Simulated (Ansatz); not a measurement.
# Cu2Pd (built on the sites of a database entry of Li2Pt): phonons and vibrational spectra

Aim: the vibrations of Cu2Pd (built on the sites of a database entry of Li2Pt), their spectra, and whether the structure is stable.

Method: DFT PBEsol, scalar-relativistic, plane waves, PAW, in Ansatz 0.2.0.

The structure was built from a prototype and need not be the compound's stable phase.

**1. The structure**

It takes space group P6/mmm (No. 191, hexagonal). The conventional cell has a = 4.279 Å, b = 4.279 Å, c = 2.720 Å, α = 90.00°, β = 90.00°, γ = 120.00°. Cu has 5 Cu at 2.47 to 2.72 Å and 6 Pd at 2.82 Å nearest. Nearest to Pd lie 2 Pd at 2.72 Å and 12 Cu at 2.82 Å. Farther neighbours are not listed.

**2. Coarse relaxation**

The start is far from rest, so a relaxation with loose tolerances brings it close first.

Input file input.yaml:

```yaml
crystal:
  lattice:
    - [4.27892, 0.0, 0.0]
    - [-2.13946, 3.70565, 0.0]
    - [0.0, 0.0, 2.72007]
  atoms:
    - { symbol: Cu, position: [0.3333333333, 0.6666666667, 0.5] }
    - { symbol: Cu, position: [0.6666666667, 0.3333333333, 0.5] }
    - { symbol: Pd, position: [0.0, 0.0, 0.0] }
kpoints:
  mp_grid: { grid: [6, 6, 8] }
hamiltonian:
  xc: pbesol
scf:
  occupations: { method: gaussian, width: 0.1 }
output:
  forces: true
  stress: true
  eigenvalues: true
relax:
  adjacent_minimum: "off"
  f_tol: 0.05
  max_steps: 80
  cell: { stress_tol: 0.5 }
```

Started as:

```
$ ansatz run input.yaml --threads 8 --pin off --max-ram 14336MiB --backend cpu --events-out ev --progress --plain --runs-dir out
```

Numbers of over 12 decimals in the logs are rounded to 6 here.

Log:

```text
The last accepted step is kept in <dir> (removed where the run ends without a failure and the disk answers)
Engine: ansatz 0.2.0, x86_64-unknown-linux-gnu
Pseudopotentials: kind: paw
Pseudopotential: Cu, paw, valence charge 19, recommended cutoff 420 eV (normal), Cu.paw.azcp
Pseudopotential: Pd, paw, valence charge 18, recommended cutoff 420 eV (normal), Pd.paw.azcp
Functional definition: PBEsol
  exchange = pbesol_x
[...]
F+E_penalty+E_count = -20084.29001901 eV   max|allowed force component| = 6.245e-17 eV/Å   (the final SCF, on the basis selected at the relaxed cell)
  cell:  # Å, volume = 37.7991 Å³
    - [4.099284, 0, 0.0]
    - [-2.049642, 3.550085, 0.0]
    - [0.0, 0.0, 2.597378]
  atoms:
    - { symbol: Cu, position: [0.333333, 0.666667, 0.5] }
    - { symbol: Cu, position: [0.666667, 0.333333, 0.5] }
    - { symbol: Pd, position: [0, 0, 0.0] }
[key lines of the parts left out:]
SCF converged after 6 iterations
Free energy (F): -20084.290019 eV
Fermi energy:    17.876197 eV
P = ⅓ Tr σ = 0.0358 GPa (0.358 kbar)
```

Run time: 2 s. Hardware: 8 threads of Intel Xeon Platinum 8488C (Sapphire Rapids), shared host; peak memory 0.49 GiB; 12 s of CPU time.

The steps of the relaxation:

```csv
step,energy less that of the first step (eV),largest force component (eV/Å),pressure (GPa),volume (Å³)
1,0.0000,0.0000,-16.41,43.13
2,-0.3089,0.0000,-2.38,38.32
3,-0.3155,0.0000,0.65,37.66
4,-0.3159,0.0000,-0.01,37.80
5*,-0.3125,0.0000,0.04,37.80
```

Relaxation steps marked * repeat the geometry before them on a plane-wave basis chosen anew for their cell, so energy and pressure can jump there.

The run keeps the 24 symmetry operations that it works with, so distortions that break them were not tested.

```csv
"conventional cell, symmetrised",before,after,change
a (Å),4.279,4.099,-4.2 %
b (Å),4.279,4.099,-4.2 %
c (Å),2.720,2.597,-4.5 %
volume (Å³/atom),14.38,12.60,-12.4 %
```

Final coordinates:

```xyz
3
Lattice="4.0993 0.0000 0.0000 -2.0496 3.5501 0.0000 0.0000 0.0000 2.5974" Properties=species:S:1:pos:R:3 pbc="T T T"
Cu    0.0000    2.3667    1.2987
Cu    2.0496    1.1834    1.2987
Pd    0.0000    0.0000    0.0000
```

This step gave:

| Property | Result |
| --- | --- |
| pressure | 0.03576 GPa |
| volume per atom | 12.60 Å³ |
| gap on the k-mesh | 0 eV |

In this step the volume went from 14.38 to 12.60 Å³/atom.

**3. Bringing the structure to rest**

Harmonic phonons are second derivatives at a point where the forces vanish, and they are wanted at zero stress, so atoms and cell are relaxed first.

Input file input.yaml:

```yaml
crystal:
  lattice:
    - [4.0992844895, 0.0, 0.0]
    - [-2.0496422448, 3.5500845053, 0.0]
    - [0.0, 0.0, 2.5973779866]
  atoms:
    - { symbol: Cu, position: [0.3333333333, 0.6666666667, 0.5] }
    - { symbol: Cu, position: [0.6666666667, 0.3333333333, 0.5] }
    - { symbol: Pd, position: [0.0, 0.0, 0.0] }
kpoints:
  mp_grid: { grid: [12, 12, 16] }
hamiltonian:
  xc: pbesol
scf:
  occupations: { method: gaussian, width: 0.1 }
output:
  forces: true
  stress: true
  eigenvalues: true
  write_density: true
  write_potential: true
  elf: true
  volumetric_format: npy
relax:
  adjacent_minimum: "off"
  f_tol: 0.005
  max_steps: 80
  cell: { stress_tol: 0.05 }
```

Log:

```text
[...]
Crystal: 3 atoms, lattice volume = 37.799 Å³
Basis set: ecut = 420 eV, 717 PW (Γ), exchange–correlation on 60×60×36 points (8 copies of the dense FFT grid, shifted against one another)
Bands: 34, of which v1, the nominal top of the filled ones, is band 28 counted from 1 (27 counted from 0)
Symmetry: 24 space group operations
[...]
k-points: 171 of 2304
[...]
SCF iter   1: F=—  HF=-20084.314114 eV  |F-HF|=—  |Δ(HF+E_count)|=         —  Δρ=1.68e-2  dr2=5.77e-2  ethr=1.77e-3  ⟨swp⟩=5.8  Hψ=22416  notcnv=0  defer=19
[...]
SCF iter   6: F=-20084.300068 eV  HF=-20084.300068 eV  |F-HF|=2.07e-10  |Δ(HF+E_count)|=   1.20e-7  Δρ=6.73e-6  dr2=7.61e-9  ethr=1.79e-10  ⟨swp⟩=10.3  Hψ=38540  notcnv=0
SCF 1 converged in 6 iterations: F = -20084.300068 eV  dr2 = 7.61e-9
[...]
relax step   1: F+E_penalty+E_count = -20084.30006832 eV  Δ(F+E_penalty+E_count) = +0.000e0 eV  max|allowed force component| = 1.002e-17 eV/Å  Δτ_max = 0.0000 Å  P = -0.122 GPa  Ω = 37.799 Å³  (6 SCF iters, dr2 threshold 1.00e-7 eV, accepted)
Crystal: 3 atoms, lattice volume = 37.750 Å³
[...]
SCF iter   6: F=-20084.300928 eV  HF=-20084.300928 eV  |F-HF|=0.00e0  |Δ(HF+E_count)|=  1.46e-11  Δρ=1.24e-7  dr2=3.77e-12  ethr=1.00e-12  ⟨swp⟩=4.3  Hψ=26899  notcnv=0
SCF 2 converged in 6 iterations: F = -20084.300928 eV  dr2 = 3.77e-12
relax step   2: F+E_penalty+E_count = -20084.30092833 eV  Δ(F+E_penalty+E_count) = -8.600e-4 eV  max|allowed force component| = 4.452e-17 eV/Å  Δτ_max = 0.0000 Å  P = +0.080 GPa  Ω = 37.750 Å³  energy of the carried Pulay correction = +2.362e-5 eV  (6 SCF iters, dr2 threshold 3.00e-7 eV, accepted)
Crystal: 3 atoms, lattice volume = 37.770 Å³
[...]
SCF iter   6: F=-20084.301143 eV  HF=-20084.301143 eV  |F-HF|=4.37e-11  |Δ(HF+E_count)|=  1.46e-11  Δρ=4.44e-7  dr2=3.49e-11  ethr=1.00e-12  ⟨swp⟩=4.1  Hψ=28034  notcnv=0
SCF 3 converged in 6 iterations: F = -20084.301143 eV  dr2 = 3.49e-11
relax step   3: F+E_penalty+E_count = -20084.30114325 eV  Δ(F+E_penalty+E_count) = -2.149e-4 eV  max|allowed force component| = 3.392e-17 eV/Å  Δτ_max = 0.0000 Å  P = -0.023 GPa  Ω = 37.770 Å³  energy of the carried Pulay correction = +1.014e-5 eV  (6 SCF iters, dr2 threshold 3.00e-7 eV, accepted)
[...]
SCF iter   9: F=-20084.301128 eV  HF=-20084.301128 eV  |F-HF|=3.64e-12  |Δ(HF+E_count)|=  3.64e-12  Δρ=1.47e-10  dr2=6.93e-18  ethr=1.00e-12  ⟨swp⟩=2.2  Hψ=14332  notcnv=0
SCF 4 converged in 9 iterations: F = -20084.301128 eV  dr2 = 6.93e-18
relax step   4: F+E_penalty+E_count = -20084.30112802 eV  Δ(F+E_penalty+E_count) = +1.523e-5 eV  max|allowed force component| = 2.390e-17 eV/Å  Δτ_max = 0.0000 Å  P = -0.022 GPa  Ω = 37.770 Å³  stress off target by 4.62e-2 GPa  SCF on the basis re-selected at this cell (its energy is not comparable with the rows above)  (9 SCF iters)
[...]
SCF converged after 9 iterations
Free energy (F): -20084.301128 eV
[...]
Internal energy: -20084.296979 eV  (E = F + TS)
E sigma→0 (E₀):  -20084.299054 eV
Entropy (-TS):   -0.004149 eV (-1.383 meV/atom)
Fermi energy:    18.065211 eV
[...]
--- Stress (GPa, compression-positive) ---
       -0.046154       0.000000       0.000000
        0.000000      -0.046154      -0.000000
        0.000000      -0.000000       0.025951
  P = ⅓ Tr σ = -0.0221 GPa (-0.221 kbar)
--- Band table (eV; the first three rows and the last of 171) ---
  k-point 0: bands = [... 24 lower, 16.0008, 16.0008, 17.4531, 17.4531, 23.9387, 23.9387, 24.1797, 24.6219, ... 2 higher]
  k-point 1: bands = [... 24 lower, 15.9996, 15.9996, 17.4200, 17.4200, 24.1032, 24.1032, 24.2129, 24.6582, ... 2 higher]
  k-point 2: bands = [... 24 lower, 16.1526, 16.1526, 17.3398, 17.3398, 24.3141, 24.5692, 24.5692, 24.7642, ... 2 higher]
  k-point 170: bands = [... 24 lower, 16.9741, 16.9741, 17.9139, 19.5357, 21.1626, 21.1626, 23.1167, 23.1167, ... 2 higher]
--- Relaxed structure (3 steps of the walk, 3 accepted, 1 SCFs on fresh bases) ---
[...]
cell:  # Å, volume = 37.7697 Å³
    - [4.109269, 2.893792403846198e-11, 0.0]
    - [-2.054634, 3.558731, 0.0]
    - [0.0, 0.0, 2.582760]
  atoms:
    - { symbol: Cu, position: [0.333333, 0.666667, 0.500000] }
    - { symbol: Cu, position: [0.666667, 0.333333, 0.500000] }
    - { symbol: Pd, position: [0, 0, 0.0] }
```

The job ended after 4.6 s (8 threads; peak memory 0.63 GiB; 31 s of CPU time).

Relaxation path:

```csv
step,energy less that of the first step (eV),largest force component (eV/Å),pressure (GPa),volume (Å³)
1,0.0000,0.0000,-0.12,37.80
2,-0.0009,0.0000,0.08,37.75
3,-0.0011,0.0000,-0.02,37.77
4*,-0.0011,0.0000,-0.02,37.77
```

Relaxation steps marked * repeat the geometry before them on a plane-wave basis chosen anew for their cell, so energy and pressure can jump there.

The run keeps the 24 symmetry operations that it works with, so distortions that break them were not tested.

```csv
"conventional cell, symmetrised",before,after,change
a (Å),4.099,4.109,+0.2 %
b (Å),4.099,4.109,+0.2 %
c (Å),2.597,2.583,-0.6 %
volume (Å³/atom),12.60,12.59,-0.1 %
```

Final coordinates:

```xyz
3
Lattice="4.1093 0.0000 0.0000 -2.0546 3.5587 0.0000 0.0000 0.0000 2.5828" Properties=species:S:1:pos:R:3 pbc="T T T"
Cu    0.0000    2.3725    1.2914
Cu    2.0546    1.1862    1.2914
Pd    0.0000    0.0000    0.0000
```

This step gave:

- pressure: -0.02212 GPa
- volume per atom: 12.59 Å³

Valence density in the ab plane at fractional z = 0.500, with atoms of Cu within 0.2 Å of it. It is the smooth field of the valence electrons, not physical close to the nuclei.

Ten steps, logarithmic in the rise over the least value, from '0' (0 e/Å³) to '9' (52 e/Å³), each cell a mean:
```
00000010000000
00001332000000
00025764100000
00259974000000
00479952000000
01467520012210
00233200246520
00000002688620
00000014898510
00000025786300
00000013441000
00000001110000
00000000000000
```
Columns run along a (4.1 Å), rows up along b (4.1 Å). Atoms in or near the plane, at fractional coordinates: Cu at (0.33, 0.67), Cu at (0.67, 0.33).

ELF in the ab plane at fractional z = 0.500, with atoms of Cu within 0.2 Å of it. It is the smooth field of the valence electrons, not physical close to the nuclei.

Ten even steps from '0' (0.16) to '9' (0.86), each cell a mean:
```
00110000001000
01000000001100
11002431001111
10027941001101
00149820000000
00134200000000
00000000012100
00000000267300
10001001697200
11111001562001
00010000110001
00011000000010
00011100011100
```
Columns run along a (4.1 Å), rows up along b (4.1 Å). Atoms in or near the plane, at fractional coordinates: Cu at (0.33, 0.67), Cu at (0.67, 0.33).

Electrostatic potential energy in the ab plane at fractional z = 0.500, with atoms of Cu within 0.2 Å of it. With pseudopotentials it is smooth inside the atoms' cores, unlike the true potential.

Values in eV, 13 rows by 14 columns, each cell a mean:
```
 17  18  19  19  17  14  10  11  16  18  20  19  18  16
 18  19  19  16   4  -7 -11  -4  11  18  20  19  18  18
 20  19  14   0 -23 -32 -30 -17   8  17  20  20  19  19
 19  17   0 -24 -36 -37 -33 -15  12  18  20  19  19  20
 18  12 -15 -33 -37 -37 -25  -2  16  18  17  16  16  18
 16   8 -17 -31 -32 -24  -1  13  15   9  -1  -2   6  14
 16  10  -5 -12  -8   3  14  13  -2 -18 -27 -24  -5  11
 17  16  12  11  14  17  14   1 -26 -35 -37 -31  -6  12
 19  19  19  19  19  18   6 -18 -36 -37 -36 -24   5  17
 20  20  20  20  19  17   0 -23 -35 -35 -25  -5  15  19
 19  18  19  20  19  16   2 -14 -21 -16   2  14  19  19
 17  17  18  19  19  17  11   6   5  10  17  19  19  18
 16  17  19  20  20  18  16  15  16  18  20  20  18  17
```
Columns run along a (4.1 Å; values clipped at the 3rd and 97th percentile), rows up along b (4.1 Å). Atoms in or near the plane, at fractional coordinates: Cu at (0.33, 0.67), Cu at (0.67, 0.33).

In this step the volume went from 12.60 to 12.59 Å³/atom.

**4. Tight relaxation**

Phonons need a cell at rest on their own settings, so the relaxation is repeated with tight tolerances on forces and stress, using the mesh and the filling of the phonon run that follows.

Input file input.yaml:

```yaml
crystal:
  lattice:
    - [4.109268913, 0.0, 0.0]
    - [-2.0546344565, 3.5587312696, 0.0]
    - [0.0, 0.0, 2.5827595074]
  atoms:
    - { symbol: Cu, position: [0.3333333333, 0.6666666667, 0.5] }
    - { symbol: Cu, position: [0.6666666667, 0.3333333333, 0.5] }
    - { symbol: Pd, position: [0.0, 0.0, 0.0] }
kpoints:
  mp_grid: { grid: [12, 12, 16] }
hamiltonian:
  xc: pbesol
scf:
  occupations: { method: methfessel_paxton, width: 0.2 }
output:
  forces: true
  stress: true
  eigenvalues: true
relax:
  adjacent_minimum: "off"
  f_tol: 0.001
  max_steps: 60
  cell: { stress_tol: 0.01 }
```

Log:

```text
[...]
Crystal: 3 atoms, lattice volume = 37.770 Å³
Basis set: ecut = 420 eV, 717 PW (Γ), exchange–correlation on 60×60×36 points (8 copies of the dense FFT grid, shifted against one another)
Bands: 34, of which v1, the nominal top of the filled ones, is band 28 counted from 1 (27 counted from 0)
Symmetry: 24 space group operations
[...]
k-points: 171 of 2304
[...]
--- Relaxed structure (3 steps of the walk, 3 accepted, 1 SCFs on fresh bases) ---
[...]
cell:  # Å, volume = 37.7634 Å³
    - [4.108675, 0.0, 0.0]
    - [-2.054338, 3.558217, 0.0]
    - [0.0, 0.0, 2.583074]
  atoms:
    - { symbol: Cu, position: [0.333333, 0.666667, 0.500000] }
    - { symbol: Cu, position: [0.666667, 0.333333, 0.500000] }
    - { symbol: Pd, position: [0, 0, 0.0] }
[key lines of the parts left out:]
SCF converged after 5 iterations
Free energy (F): -20084.298200 eV
Fermi energy:    18.066231 eV
P = ⅓ Tr σ = -0.0010 GPa (-0.010 kbar)
```

The job ended after 3.8 s (8 threads; peak memory 0.62 GiB; 25 s of CPU time).

Little changed from the start: no atom moved by 0.005 Å and no cell edge by 0.1 %.

This step gave:

* pressure: -0.001014 GPa

The forces vanish by symmetry and the pressure is -0.001 GPa, within the tolerances set. The cell now holds 12.59 Å³/atom.

**5. Modes at Γ**

The zone centre comes first: it holds the modes that light can see, as far as symmetry allows. No field response is asked, since the mesh shows no gap.

input.yaml, the sections that differ from step 4:

```yaml
crystal:
  lattice:
    - [4.1086750818, 0.0, 0.0]
    - [-2.0543375409, 3.5582169968, 0.0]
    - [0.0, 0.0, 2.5830741128]
  atoms:
    - { symbol: Cu, position: [0.3333333333, 0.6666666667, 0.5] }
    - { symbol: Cu, position: [0.6666666667, 0.3333333333, 0.5] }
    - { symbol: Pd, position: [0.0, 0.0, 0.0] }
output:
  eigenvalues: true
phonons:
  method: dfpt
# kpoints, hamiltonian, scf: as in step 4
# relax: removed
```

Log:

```text
zone centre: on kpoints.mp_grid the ground state, and the responses unless they are solved on pairs of k-points, stand on 387 of the mesh's 2304 k-points, reduced under 4 symmetry operations, with k and −k counted as one. Each operation leaves every solved displacement unchanged or reverses it
[...]
Crystal: 3 atoms, lattice volume = 37.763 Å³
Basis set: ecut = 420 eV, 717 PW (Γ), exchange–correlation on 60×60×36 points (8 copies of the dense FFT grid, shifted against one another)
Bands: 34, of which v1, the nominal top of the filled ones, is band 28 counted from 1 (27 counted from 0)
Symmetry: 24 space group operations
k-points: 387 of 2304 (irreducible under 4 space group operations, time reversal used)
[...]
SCF iter   1: F=—  HF=-20084.312366 eV  |F-HF|=—  |Δ(HF+E_count)|=         —  Δρ=1.69e-2  dr2=5.85e-2  ethr=1.77e-3  ⟨swp⟩=5.1  Hψ=49652  notcnv=0
[...]
SCF iter   8: F=-20084.298200 eV  HF=-20084.298200 eV  |F-HF|=0.00e0  |Δ(HF+E_count)|=  3.64e-12  S|Δr|=    0.00e0  Δρ=7.10e-8  dr2=8.38e-13  ethr=1.00e-12  ⟨swp⟩=7.8  Hψ=63655  notcnv=0
SCF 1 converged in 8 iterations: F = -20084.298200 eV  dr2 = 8.38e-13
[...]
DFPT response loops at Γ: preconditioner auto → Kerker (q_TF=auto, 2.913 Å⁻¹) (partly filled bands, converged f_vac=0.000); β = 1.00, the filter's whole step (`scf.mixing.beta` (0.50) is not read by the response loops under this deck's `scf.mixing.preconditioner`; to damp them name `kerker` or `kerker_dos`, under which they read `scf.mixing.beta`, and type it under 1.00, their step now; both keys bind the ground state too); Broyden in place of MSR1
SCF converged after 8 iterations
[...]
Free energy (F): -20084.298200 eV
[...]
Internal energy: -20084.300839 eV  (E = F + TS)
E sigma→0 (E₀):  -20084.298860 eV
Entropy (-TS):   0.002640 eV (0.880 meV/atom)
Fermi energy:    18.066231 eV
[...]
--- Band table (eV; the first three rows and the last of 387) ---
  k-point 0: bands = [... 24 lower, 16.0042, 16.0042, 17.4584, 17.4584, 23.9455, 23.9455, 24.1871, 24.6288, ... 2 higher]
  k-point 1: bands = [... 24 lower, 16.0031, 16.0031, 17.4253, 17.4253, 24.1100, 24.1100, 24.2203, 24.6651, ... 2 higher]
  k-point 2: bands = [... 24 lower, 16.1565, 16.1565, 17.3451, 17.3451, 24.3214, 24.5759, 24.5759, 24.7709, ... 2 higher]
  k-point 386: bands = [... 24 lower, 16.7499, 16.9975, 17.7903, 19.2009, 19.9860, 22.7434, 23.6137, 23.6561, ... 2 higher]
--- Phonons (Γ-DFPT): 4 representative perturbations + reference, on 387 of 2304 k-points (Σ response iterations 15) ---
  k mesh reduced under 4 symmetry operations, with k and −k counted as one. Each operation leaves every solved displacement unchanged or reverses it
  ASR residual: 3.932e-5 → 0.000e0 eV/Å²; symmetrization residual: 1.713e-5 eV/Å²
  ASR residual per site (eV/Å²): 3.93e-5 3.93e-5 1.98e-5
  Γ frequencies (cm⁻¹): -50.19 0.00 0.00 0.00 127.16 172.46 172.46 256.53 256.53
  non-analytic LO–TO correction: not included (Born effective charges unavailable; polar crystals: no LO–TO splitting at Γ)
```

Elapsed: 27 s, on 8 threads; peak memory 1.7 GiB.

Reading the cycles: dr2 is the Hartree energy of the density residual (eV), the measure of convergence; HF is the Harris–Foulkes estimate of the energy, which meets the free energy F at convergence.

This step gave:

```yaml
sum_rule_residual_before_enforcement: 3.93e-5 eV/Å²
point_group: 6/mmm
highest_optical_mode_at_the_zone_centre_no_lo_to_term: 256.5 cm⁻¹
lowest_optical_zone_centre_mode: -50.19 cm⁻¹
```

Patterns of degenerate modes are one choice out of their space. Modes at Γ, with each element's share of the kinetic energy (negative means imaginary):

```csv
mode,frequency (cm⁻¹),symmetry,Cu %,Pd %
1,-50.2,B1g,100,0
2,0.0,acoustic,54,46
3,0.0,acoustic,54,46
4,0.0,acoustic,54,46
5,127.2,A2u,46,54
6,172.5,E1u,46,54
7,172.5,E1u,46,54
8,256.5,E2g,100,0
9,256.5,E2g,100,0
```

Displacements in mode 1 (-50.2 cm⁻¹), the largest set to 1:
```
Cu1  0.00  0.00  1.00
Cu2  0.00  0.00 -1.00
Pd3  0.00  0.00  0.00
```

Displacements in mode 9 (256.5 cm⁻¹), the largest set to 1:
```
Cu1  1.00  0.00  0.00
Cu2 -1.00  0.00  0.00
Pd3  0.00  0.00  0.00
```

Before it was imposed, the acoustic sum rule was missed by 3.9e-5 eV/Å². Small misses are needed for a sound result but don't prove that mesh and cutoff are converged. The lowest optical mode is imaginary, 50.2i cm⁻¹, so the energy falls along it.

[end of part 1 of 2]

[Logs are printed without paths, hosts, clocks, repeated set-up lines and the standing remarks that a program may print on its own settings, such as how far it seeks lower states.]

[Hosts, paths, dates, database ids (printed as entryN), source tags and the programs' standing remarks are cut or masked in the printed files.]
